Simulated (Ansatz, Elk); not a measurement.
**How far do independent atoms describe KLiIBr?**

The structure of KLiIBr used here is made up (a known structure type with other elements) and was relaxed beforehand with PBEsol. The aim is the Fourier transform of its all-electron density, F(hkl), set beside the sum over free spherical atoms that refinements use.

Method: DFT, PBE, all-electron APW+lo, Dirac cores, scalar-relativistic bands, static density, no spin, in Elk 11.2.3 (patched build).

The structure was built from a prototype and need not be the compound's stable phase.

**1. Set-up**

The structure is tetragonal, space group P4/mmm (No. 123). The conventional cell has a = 4.394 Å, b = 4.394 Å, c = 6.632 Å, α = 90.00°, β = 90.00°, γ = 90.00°. I has 4 Li at 3.11 Å and 2 K at 3.32 Å nearest. Nearest to Br lie 4 K at 3.11 Å. Nearest to K lie 4 Br at 3.11 Å and 2 I at 3.32 Å. Nearest to Li lie 4 I at 3.11 Å. Farther neighbours and most contacts between anions are not listed.

**2. Ground state and structure factors**

An all-electron density is needed, since X-rays see the cores too. Task 0 finds the density and task 195 Fourier-transforms it; tshift is off so that phases refer to the origin typed.

Contents of elk.in:

```
tasks
  0
  195

xctype
  20

spinpol
  .false.

rgkmax
  7.0

gmaxvr
  14.0

lmaxo
  7

lmaxapw
  8

swidth
  0.002

tshift
  .false.

ramdisk
  .false.

hmaxvr
  5.5

maxscl
  120

epspot
  1e-06

sppath
  './'

avec
  8.30432952674 0.00000000000 -0.00000000000
  0.00000000000 8.30432952674 -0.00000000000
  -0.00000000000 -0.00000000000 12.53354302016

atoms
  4
  'I.in'
  1
  0.5000000000 0.5000000000 0.0000000000   0.000000 0.000000 0.000000
  'Br.in'
  1
  -0.0000000000 -0.0000000000 0.5000000000   0.000000 0.000000 0.000000
  'K.in'
  1
  0.5000000000 0.5000000000 0.5000000000   0.000000 0.000000 0.000000
  'Li.in'
  1
  0.0000000000 -0.0000000000 -0.0000000000   0.000000 0.000000 0.000000

ngridk
  5 5 4
```

The run is started by

```bash
OMP_NUM_THREADS=4 elk
```

Numbers of over 12 decimals in the logs are rounded to 6 here.

The program printed:

```text
┌─────────────────────────┐
│ Elk code version 11.2.3 │
└─────────────────────────┘

All units are atomic (Hartree, Bohr, etc.)

┌─────────────────────────────────────────────────┐
│ Ground-state run starting from atomic densities │
└─────────────────────────────────────────────────┘

Lattice vectors :
   8.304329527       0.000000000      -0.000000000
   0.000000000       8.304329527      -0.000000000
  -0.000000000      -0.000000000       12.53354302

Reciprocal lattice vectors :
  0.7566156048       0.000000000       0.000000000
   0.000000000      0.7566156048       0.000000000
   0.000000000       0.000000000      0.5013095896

Unit cell volume      :    864.3368011
Brillouin zone volume :   0.2869832837

Muffin-tin inner radius fraction :   0.1000000000E-01

Nuclei treated as point charges

Species : 1 (I)
 parameters loaded from : I.in
 name : iodine
 nuclear charge    :   -53.00000000
 electronic charge :    53.00000000
 atomic mass :    231332.6972
 muffin-tin radius :    2.600000000
 number of radial points in muffin-tin :   1193
 inner part over the whole radius :   0.9964907323E-02
 number on inner part of muffin-tin    :    851
 approximate nuclear radius :   0.9002358621E-04
 number of mesh points to nuclear radius :    431
 atomic positions (lattice), magnetic fields (Cartesian) :
  1 :   0.50000000  0.50000000  0.00000000    0.00000000  0.00000000  0.00000000

Species : 2 (Br)
 parameters loaded from : Br.in
 name : bromine
 nuclear charge    :   -35.00000000
 electronic charge :    35.00000000
 atomic mass :    145656.0816
 muffin-tin radius :    2.400000000
 number of radial points in muffin-tin :    993
 inner part over the whole radius :   0.9934012010E-02
 number on inner part of muffin-tin    :    703
 approximate nuclear radius :   0.7858070945E-04
 number of mesh points to nuclear radius :    344
 atomic positions (lattice), magnetic fields (Cartesian) :
  1 :   0.00000000  0.00000000  0.50000000    0.00000000  0.00000000  0.00000000

Species : 3 (K)
 parameters loaded from : K.in
 name : potassium
 nuclear charge    :   -19.00000000
 electronic charge :    19.00000000
 atomic mass :    71271.84090
 muffin-tin radius :    2.400000000
 number of radial points in muffin-tin :    993
 inner part over the whole radius :   0.9891652203E-02
 number on inner part of muffin-tin    :    697
 approximate nuclear radius :   0.6514746337E-04
 number of mesh points to nuclear radius :    319
 atomic positions (lattice), magnetic fields (Cartesian) :
  1 :   0.50000000  0.50000000  0.50000000    0.00000000  0.00000000  0.00000000

Species : 4 (Li)
 parameters loaded from : Li.in
 name : lithium
 nuclear charge    :   -3.000000000
 electronic charge :    3.000000000
 atomic mass :    12652.66898
 muffin-tin radius :    1.800000000
 number of radial points in muffin-tin :    593
 inner part over the whole radius :   0.9806707936E-02
 number on inner part of muffin-tin    :    401
 approximate nuclear radius :   0.4000070961E-04
 number of mesh points to nuclear radius :    148
 atomic positions (lattice), magnetic fields (Cartesian) :
  1 :   0.00000000  0.00000000  0.00000000    0.00000000  0.00000000  0.00000000

Total number of atoms per unit cell :    4
Total muffin-tin volume :    213.8628727
 ratio of muffin-tin to unit cell volume :   0.2474300208

Spin treatment :
 spin-unpolarised

Number of Bravais lattice symmetries :   16
Number of crystal symmetries         :   16
Crystal has inversion symmetry
Real symmetric eigensolver will be used

k-point grid :      5     5     4
k-point offset :    0.000000000       0.000000000       0.000000000
k-point set is reduced with full crystal symmetry group
Total number of k-points :       18

Muffin-tin radius times maximum |G+k| :    7.000000000
 using average radius
Maximum |G+k| for APW functions       :    3.043478261
Maximum (1/2)|G+k|²                   :    4.631379962
Maximum |G| for potential and density :    14.00000000
Constant for pseudocharge density :    9
[...]
from k-point 3 to k-point 1
Estimated direct band gap   :   0.1467244151
 at k-point 1

Charges :
 core                        :    64.00000000
 valence                     :    46.00000000
 interstitial                :    5.766842934
 muffin-tins (core leakage)
  species : 1 (I)
   atom 1                    :    50.94372346     (  0.2022070646E-03)
  species : 2 (Br)
   atom 1                    :    33.63180155     (  0.2275374863E-04)
  species : 3 (K)
   atom 1                    :    17.61673680     ( -0.1024884249E-06)
  species : 4 (Li)
   atom 1                    :    2.040895249     (   0.000000000    )
 total in muffin-tins        :    104.2331571
 total calculated charge     :    109.9996839
 total charge                :    110.0000000
 error                       :   0.3161190779E-03

RMS change in Kohn-Sham potential (target) :    6.365805436     (  0.1000000000E-05)
Absolute change in total energy (target)   :    4.984468774     (  0.1000000000E-03)

[... loops 3 to 13 left out ...]

┌──────────────────┐
│ Loop number : 14 │
└──────────────────┘

Energies :
 Fermi                       :     0.57969004322765E-01
 sum of occupied eigenvalues :     -6207.8549563183
 electron kinetic            :      10832.018744457
 core electron kinetic       :      10362.772585995
 Coulomb                     :     -20858.217710947
 Coulomb potential           :     -16636.789978733
 nuclear-nuclear             :     -910.36137455245
 electron-nuclear            :     -23270.571465721
 Hartree                     :      3322.7151293257
 Madelung                    :     -12539.822721581
 xc potential                :     -403.08372204186
 exchange                    :     -303.95455341618
 correlation                 :     -5.411230
 electron entropic           :    -0.47494826406064E-11
 total energy                :     -10335.564750159

Density of states at Fermi energy :   0.4990190554E-07
 (states/Hartree/unit cell)

Estimated indirect band gap :   0.1443731870
 from k-point 1 to k-point 1
Estimated direct band gap   :   0.1443731870
 at k-point 1

Charges :
 core                        :    64.00000000
 valence                     :    46.00000000
 interstitial                :    5.786404463
 muffin-tins (core leakage)
  species : 1 (I)
[...]
species : 2 (Br)
[...]
species : 3 (K)
[...]
species : 4 (Li)
   atom 1                    :    2.046281376     (   0.000000000    )
 total in muffin-tins        :    104.2135955
 total calculated charge     :    109.9996862
 total charge                :    110.0000000
 error                       :   0.3138295758E-03

RMS change in Kohn-Sham potential (target) :   0.7828311415E-06 (  0.1000000000E-05)
Absolute change in total energy (target)   :   0.4578825792E-04 (  0.1000000000E-03)

Convergence targets achieved

┌──────────────────┐
│ Loop number : 15 │
└──────────────────┘

Energies :
 Fermi                       :     0.57969040952656E-01
 sum of occupied eigenvalues :     -6207.8549508687
 electron kinetic            :      10832.018750649
 core electron kinetic       :      10362.772590403
 Coulomb                     :     -20858.217711444
 Coulomb potential           :     -16636.789980340
 nuclear-nuclear             :     -910.36137455245
 electron-nuclear            :     -23270.571464837
 Hartree                     :      3322.7151279456
 Madelung                    :     -12539.822721274
 xc potential                :     -403.08372117818
 exchange                    :     -303.95455333567
 correlation                 :     -5.411230
 electron entropic           :    -0.47494829885582E-11
 total energy                :     -10335.564744387

Density of states at Fermi energy :   0.4990189979E-07
 (states/Hartree/unit cell)

Estimated indirect band gap :   0.1443731061
 from k-point 1 to k-point 1
Estimated direct band gap   :   0.1443731061
 at k-point 1

Charges :
 core                        :    64.00000000
 valence                     :    46.00000000
 interstitial                :    5.786404532
 muffin-tins (core leakage)
  species : 1 (I)
   atom 1                    :    50.99145604     (  0.2008356201E-03)
  species : 2 (Br)
   atom 1                    :    33.54255651     (  0.2297518633E-04)
  species : 3 (K)
   atom 1                    :    17.63330154     ( -0.1012703432E-06)
  species : 4 (Li)
   atom 1                    :    2.046281372     (   0.000000000    )
 total in muffin-tins        :    104.2135955
 total calculated charge     :    109.9996862
 total charge                :    110.0000000
 error                       :   0.3138296037E-03

┌──────────────────────────────┐
│ Self-consistent loop stopped │
└──────────────────────────────┘

Warning : core states of species 1 leak from the muffin-tin :   0.2008356201E-03

Wrote STATE.OUT
```

Run time: 32 s. Hardware: 4 threads of Arm Neoverse V1, shared host; peak memory 0.2 GiB.

SFACRHO.OUT:

```text

h k l indices transformed by vhmat matrix:
   1.000000000       0.000000000       0.000000000    
   0.000000000       1.000000000       0.000000000    
   0.000000000       0.000000000       1.000000000    

      h      k      l  multipl.   |H|            Re(F)            Im(F)           |F|

      0      0      0      1   0.0000000       110.00000      0.94880309E-17   110.00000    
      0      0      1      2  0.50130959       1.9685982      0.26259846E-13   1.9685982    
      0      1      0      4  0.75661560      -30.650395      0.71193937E-14   30.650395    
     -1      0     -1      8  0.90762243      -60.089518     -0.17754004E-13   60.089518    
      0      0      2      2   1.0026192       93.165143     -0.48924172E-13   93.165143    
      1      1      0      4   1.0700160       91.520960     -0.14435890E-13   91.520960    
      1      1     -1      8   1.1816284       2.3415824     -0.31231720E-13   2.3415824    
      0     -1      2      8   1.2560702      -27.070387     -0.22690544E-13   27.070387    
      1      1      2      8   1.4663491       82.689564     -0.47651734E-13   82.689564    
      0      0     -3      2   1.5039288       2.7659936     -0.83387891E-13   2.7659936    
     -2      0      0      4   1.5132312       81.701709      0.13042677E-13   81.701709    
      2      0     -1      8   1.5941079       2.9165263     -0.28687953E-13   2.9165263    
     -1      0      3      8   1.6835287      -50.769588      0.25541791E-13   50.769588    
     -1     -2      0      8   1.6918439      -24.212137     -0.18564740E-13   24.212137    
      1      2     -1     16   1.7645530      -49.998478     -0.25925725E-14   49.998478    
      0      2     -2      8   1.8152449       75.972588      0.27573261E-13   75.972588    
      1      1     -3      8   1.8457346       3.2019605     -0.84179257E-13   3.2019605    
     -1      2      2     16   1.9666167      -22.503039     -0.18422342E-13   22.503039
```

Elk indexes on the primitive cell of elk.in and gives |H| = 4π sin θ/λ in inverse bohr. Below, one row stands for each form hkl of the conventional cell (m members, Friedel mates merged), F is for one primitive cell and the density is static (no thermal factor). Free-atom factors are Waasmaier and Kirfel's, and R is Σm||F|−|F'||/Σm|F|.

```
hkl   m  sin θ/λ (Å⁻¹)  abs F, DFT  neutral atoms   diff.    ions   diff.
001   2          0.075       1.969          2.161  -0.193   1.832  +0.137
100   4          0.114      30.650         30.605  +0.046  30.689  -0.038
101   8          0.137      60.090         59.779  +0.310  59.996  +0.094
002   2          0.151      93.165         92.828  +0.337  92.900  +0.265
110   4          0.161      91.521         91.288  +0.233  91.321  +0.200
111   8          0.178       2.342          2.438  -0.096   2.348  -0.006
102   8          0.189      27.070         27.106  -0.036  27.091  -0.021
112   8          0.221      82.690         82.713  -0.024  82.641  +0.049
003   2          0.226       2.766          2.833  -0.067   2.823  -0.057
200   4          0.228      81.702         81.770  -0.069  81.696  +0.006
201   8          0.240       2.917          2.945  -0.029   2.947  -0.031
103   8          0.253      50.770         50.887  -0.117  50.755  +0.015
210   8          0.254      24.212         24.120  +0.092  24.103  +0.109
211  16          0.265      49.998         50.115  -0.117  49.999  -0.000
202   8          0.273      75.973         76.096  -0.123  76.024  -0.051
113   8          0.278       3.202          3.220  -0.018   3.244  -0.042
212  16          0.296      22.503         22.440  +0.063  22.436  +0.067
004   2          0.301      72.846         72.861  -0.015  72.798  +0.048
```

The ions are K+, Li+, I− and Br−, by formal charge.

**3. The highest occupied states alone**

An energy window below the Fermi level keeps the highest occupied states, to see at which angles they scatter; shallow core shells can lie inside it and anion s states outside. No new self-consistency is needed.

elk.in: that of step 2 with these lines changed.

```diff
@@ -1,3 +1,2 @@
 tasks
-  0
   195
@@ -40,2 +39,5 @@
 
+wsfac
+  -0.309520 0.357970
+
 sppath
```

The run is started by

```bash
OMP_NUM_THREADS=4 elk
```

The program printed:

```text
┌─────────────────────────────────┐
│ Elk code version 11.2.3 started │
└─────────────────────────────────┘

Info(readinput): the functional depends on the density's gradient
 muffin-tin radial points multiplied by    2.00000
 (not where nrmtscf is given)

┌────────────────────┐
│ Current task : 195 │
└────────────────────┘

Info(sfacrho): density structure factors written to SFACRHO.OUT

 Energy window :  -0.3095200000      0.3579700000

┌──────────────────┐
│ Elk code stopped │
└──────────────────┘
```

Wall time 18 s (4 threads); peak memory 0.16 GiB.

States within 10 eV below the Fermi level hold 12.00 electrons; any levels below the window count with the cores. Their amplitudes can exceed the total, where window and core parts have opposite phase:

```
hkl  sin θ/λ (Å⁻¹)  abs F, window  abs F, all
001          0.075          0.314       1.969
100          0.114          0.626      30.650
101          0.137          4.572      60.090
002          0.151          4.015      93.165
110          0.161          3.412      91.521
111          0.178          0.766       2.342
102          0.189          0.635      27.070
112          0.221          0.987      82.690
003          0.226          0.659       2.766
200          0.228          0.777      81.702
```

(Part 1 of 2 ends here.)

[Logs are printed without paths, hosts, clocks, repeated set-up lines and the standing remarks that a program may print on its own settings, such as how far it seeks lower states.]

[Hosts, paths, dates, database ids (printed as entryN), source tags and the programs' standing remarks are cut or masked in the printed files.]
